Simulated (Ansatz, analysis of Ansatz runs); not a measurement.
# Li-H pair in ZnO: local vibrational mode, HSE06, part 2 of 2

Subject: Li-H pair in ZnO. Wanted: its local vibrational mode, in one set-up (HSE06, 32-site cell, PBE lattice, 420 eV, k: the zone centre alone). The model is a cell of 32 host atoms with Li put on another atom's site and H put in between. The frequencies come from force constants among the defect atom and its neighbours, with the masses of the isotopes named. Exact exchange opens the gap, stiffens bonds and lessens the self-interaction error, at many times the cost.

Ansatz 0.2.0; HSE06, 32-site cell, PBE lattice, 420 eV, k: the zone centre alone.

So far: The starting structure; Relaxation, charge 0.

## (2) Relaxation, charge 0 (continued)

Level of this step: plane-wave PAW DFT, HSE06; relaxation of all atoms of a defect supercell (Ansatz).

The steps of the relaxation:

| step | energy less that of the first step (eV) | largest force component (eV/Å) |
| --- | --- | --- |
| 1 | 0.0000 | 2.7202 |
| 2 | -0.6374 | 1.2418 |
| 3 | -0.8674 | 0.1931 |
| 4 | -0.8807 | 0.0510 |
| 5 | -0.8826 | 0.0262 |
| 6 | -0.8829 | 0.0067 |

The atoms that moved most (Å, from the sites as typed, ahead of the random displacement, the mean shift of all atoms taken out):

| atom | dx | dy | dz | length |
| --- | --- | --- | --- | --- |
| Li14 | -0.001 | 0.000 | -0.352 | 0.352 |
| Zn29 | 0.086 | 0.049 | 0.076 | 0.125 |
| Zn5 | 0.000 | -0.099 | 0.076 | 0.125 |
| Zn13 | -0.085 | 0.049 | 0.075 | 0.124 |
| Zn10 | 0.000 | 0.000 | 0.089 | 0.089 |
| O11 | 0.000 | 0.000 | 0.073 | 0.073 |
| Zn17 | -0.001 | 0.000 | 0.059 | 0.059 |
| Zn9 | -0.042 | 0.024 | 0.021 | 0.053 |

Final coordinates:

```xyz
33
Lattice="6.5590 0.0000 0.0000 -3.2795 5.6803 0.0000 0.0000 0.0000 10.5865" Properties=species:S:1:pos:R:3 pbc="T T T"
Zn    0.0009    1.8451    2.6700
Zn    1.6595    0.9564    0.0300
O     1.6539    0.9536    1.9891
O     0.0013    1.8851    4.6249
Zn    0.0017    1.7932    8.0175
Zn    1.6090    0.9270    5.2612
O     1.6306    0.9390    7.2996
O     0.0014    1.8965    9.9798
Zn   -1.6800    4.7565    2.6693
Zn    0.0016    3.7859    0.0907
O     0.0010    3.7861    2.0810
O    -1.6452    4.7363    4.6241
Zn   -1.7232    4.7813    8.0170
Li    0.0007    3.7859    4.4928
O     0.0022    3.7852    7.5046
O    -1.6347    4.7306    9.9795
Zn    3.2804    1.8924    2.7068
Zn    4.9024    0.9564    0.0303
O     4.9069    0.9535    1.9894
O     3.2810    1.8921    4.6801
Zn    3.2812    1.8921    7.9201
Zn    4.9529    0.9267    5.2614
O     4.9317    0.9390    7.2998
O     3.2810    1.8924    9.9064
Zn    1.6821    4.7564    2.6699
Zn    3.2812    3.7647    0.0301
O     3.2805    3.7704    1.9891
O     1.6472    4.7358    4.6247
Zn    1.7273    4.7816    8.0178
Zn    3.2808    3.8227    5.2612
O     3.2813    3.7980    7.2996
O     1.6381    4.7307    9.9801
H     0.0038    3.7848    6.5463
```

Neighbours of the ideal centre at the end:

| atom | distance (Å) |
| --- | --- |
| H33 | 0.626 |
| Li14 | 1.427 |
| O15 | 1.585 |
| O12 | 2.299 |
| O28 | 2.300 |
| O4 | 2.301 |
| Zn13 | 2.891 |
| Zn29 | 2.894 |
| Zn5 | 2.894 |

Neighbours of the added atoms: H33: O15 0.96, Li14 2.05, Zn29 2.48 Å.

Read from the output:

```yaml
free_energy: -59084.7329 eV
```

The relaxation ends 27 meV an atom lower than the displaced start, with a largest force component of 0.0067 eV/Å.

## (3) Local vibrational modes

A local mode lives on the defect and the atoms next to it, so only the sites listed in the input are displaced, which costs far fewer SCF runs than the whole cell would.

This step: plane-wave PAW DFT, HSE06; finite-displacement force constants among the atoms nearest to a defect, the others at rest.

modes/input.yaml reads:

```yaml
crystal:
  lattice:
    - [6.55903995, 0.0, 0.0]
    - [-3.27951997, 5.68029522, 0.0]
    - [0.0, 0.0, 10.58650209]
  atoms:
    - { symbol: Zn, position: [0.162555237, 0.324825498, 0.252205274] }
    - { symbol: Zn, position: [0.337197603, 0.16837312, 0.002832132] }
[... 1 atom line left out ...]
    - { symbol: O, position: [0.16612797, 0.331861509, 0.436865171] }
    - { symbol: Zn, position: [0.15809335, 0.31567911, 0.757328927] }
    - { symbol: Zn, position: [0.326906939, 0.16319148, 0.496970603] }
[... 5 atom lines left out ...]
    - { symbol: O, position: [0.166067795, 0.833806815, 0.436787965] }
    - { symbol: Zn, position: [0.158144146, 0.841742061, 0.757284499] }
    - { symbol: Li, position: [0.333353556, 0.666492867, 0.42438914] }
    - { symbol: O, position: [0.333524822, 0.666381278, 0.708886232] }
[... 6 atom lines left out ...]
    - { symbol: Zn, position: [0.83669299, 0.163140943, 0.496995152] }
[... 5 atom lines left out ...]
    - { symbol: O, position: [0.667985803, 0.833717757, 0.436851002] }
    - { symbol: Zn, position: [0.684239641, 0.841789823, 0.757359496] }
    - { symbol: Zn, position: [0.836685259, 0.672967782, 0.496970577] }
[... 2 atom lines left out ...]
    - { symbol: H, position: [0.333722133, 0.666296335, 0.618365247] }
basis:
  ecutwfc: 420
  xc_grid: 2
hamiltonian:
  xc: hse06
kpoints:
  mp_grid: { grid: [1, 1, 1] }
scf:
  occupations: { method: fermi_dirac, width: 0.01 }
  max_iter: 120
output: {}
checkpoint:
  read: "../relax.run"
phonons:
  supercell: [1, 1, 1]
  displaced_sites: [14, 32]
```

Started as:

```sh
$ ansatz run input.yaml --threads 4 --pin off --max-ram 7536MiB --backend cpu --events-out ev --progress --plain --runs-dir out
```

Numbers of over 12 decimals in the logs are rounded to 6 here.

Output:

```text
[...]
Warning: basis.xc_grid 2: finite-displacement phonons take 3 at the least, and a number is run as typed, so the frequencies can be off [figures from the program's tests cut]. [...]
[...]
Crystal: 33 atoms, lattice volume = 394.424 Å³
Basis set: ecut = 420 eV, 7607 PW (Γ), exchange–correlation on 90×90×144 points (8 copies of the dense FFT grid, shifted against one another)
Bands: 173, of which v1, the nominal top of the filled ones, is band 140 counted from 1 (139 counted from 0)
Symmetry: 1 space group operations
k-points: 1
[...]
Stability of the state it starts from, as read at its close in the unpolarized treatment: not read, because the functional holds exact exchange (a hybrid, or Hartree-Fock), whose exchange loop this test does not read (fock_operator)
[...]
Frozen-core exchange: fock
[...]
max |Σ_I F_I| component: 1.54e-4 eV/Å
--- Band table (eV) ---
[...]
--- Phonons: 12 displaced members + reference (amplitude 0.0025 Å, Σ member SCF iterations 184) ---
  symmetry images taken by strict's conditions (phonons.symmetry_images: auto; settled by no image being taken that strict refuses)
  force constants formed among 2 of 33 sites (O 14, H 32); the other 31 at rest. The modes move the named sites alone.
  the frequencies, the zero-point energy and the sums are of the block with the acoustic sum rule laid on its rows. Row sums over every site: 2.0e-3 eV/Å² at the most
  transpose residual: 6.2e-5 eV/Å²
  largest component of a force at the reference: 1.5e-3 eV/Å on a named site, 6.7e-3 eV/Å on a site at rest
  frequencies among the named sites at Γ of the cell (cm⁻¹): 306.40 336.62 336.82 668.05 668.47 3875.31
  unstable modes among the named sites: 0
  frequencies as built, with no sum rule (cm⁻¹): 306.47 336.62 336.82 668.06 668.49 3875.38
  zero-point energy: 0.383835 eV/cell   skipped modes (ω ≤ 0): 0
  not written: the harmonic force-constant file, the file of eigenvectors (these modes' are written with the force constants), the density of states and the dispersion, which are of every site
[key lines of the parts left out:]
Free energy (F): -59084.732909 eV
Fermi energy:    6.606695 eV
```

Wall time 5.5 min (4 threads of Arm Neoverse V1, shared host); peak memory 0.94 GiB; 21 min of CPU time.

The column dr2 measures how far the density is from self-consistency, as an energy; F and HF (Harris–Foulkes) agree once it is small.

This step gave:

```yaml
free_energy: -59084.7329 eV
```

The modes with the largest weight on the probed atoms (the light atom of a pair), for the masses of each isotope. Modes of the displaced atoms (local only where they lie over the host's phonons):

| isotopes | mode (cm⁻¹) | share of the defect atoms |
| --- | --- | --- |
| H | 3876 | 0.944 |
| H | 668.5 | 0.877 |
| H | 668.1 | 0.877 |
| D | 2817 | 0.894 |
| D | 510 | 0.649 |
| D | 509.6 | 0.649 |

## (4) What came out

```
distance from the defect atom to its nearest neighbour : 0.958 Å
O-H stretch, 1H                                        : 3876 cm⁻¹
O-D stretch, 2H                                        : 2817 cm⁻¹
time of the whole chain                                : 8.2 min on 4 threads
```

**Reading.** O-H stretch, 1H: computed 3876 cm⁻¹, measured 3577.3 cm⁻¹; 298 cm⁻¹ (8 %) above the measurement. O-D stretch, 2H: computed 2817 cm⁻¹, measured 2644.4 cm⁻¹; 173 cm⁻¹ (7 %) above the measurement. The computed value is harmonic, while the measured line is the anharmonic fundamental, which for X–H stretches usually lies a few per cent lower. Only the named neighbours move, so modes near the host's band are approximate. Limits: the zone centre alone is a coarse sampling for this cell; the periodic copies of the defect are only 6.6 Å apart.

[Logs are printed without paths, hosts, clocks, repeated set-up lines and the standing remarks that a program may print on its own settings, such as how far it seeks lower states.]

[Hosts, paths, dates, database ids (printed as entryN), source tags and the programs' standing remarks are cut or masked in the printed files.]

[For some hosts the program warned that the k-mesh of the response run may be too coarse for force constants and the static dielectric constant; such warnings are not shown here.]
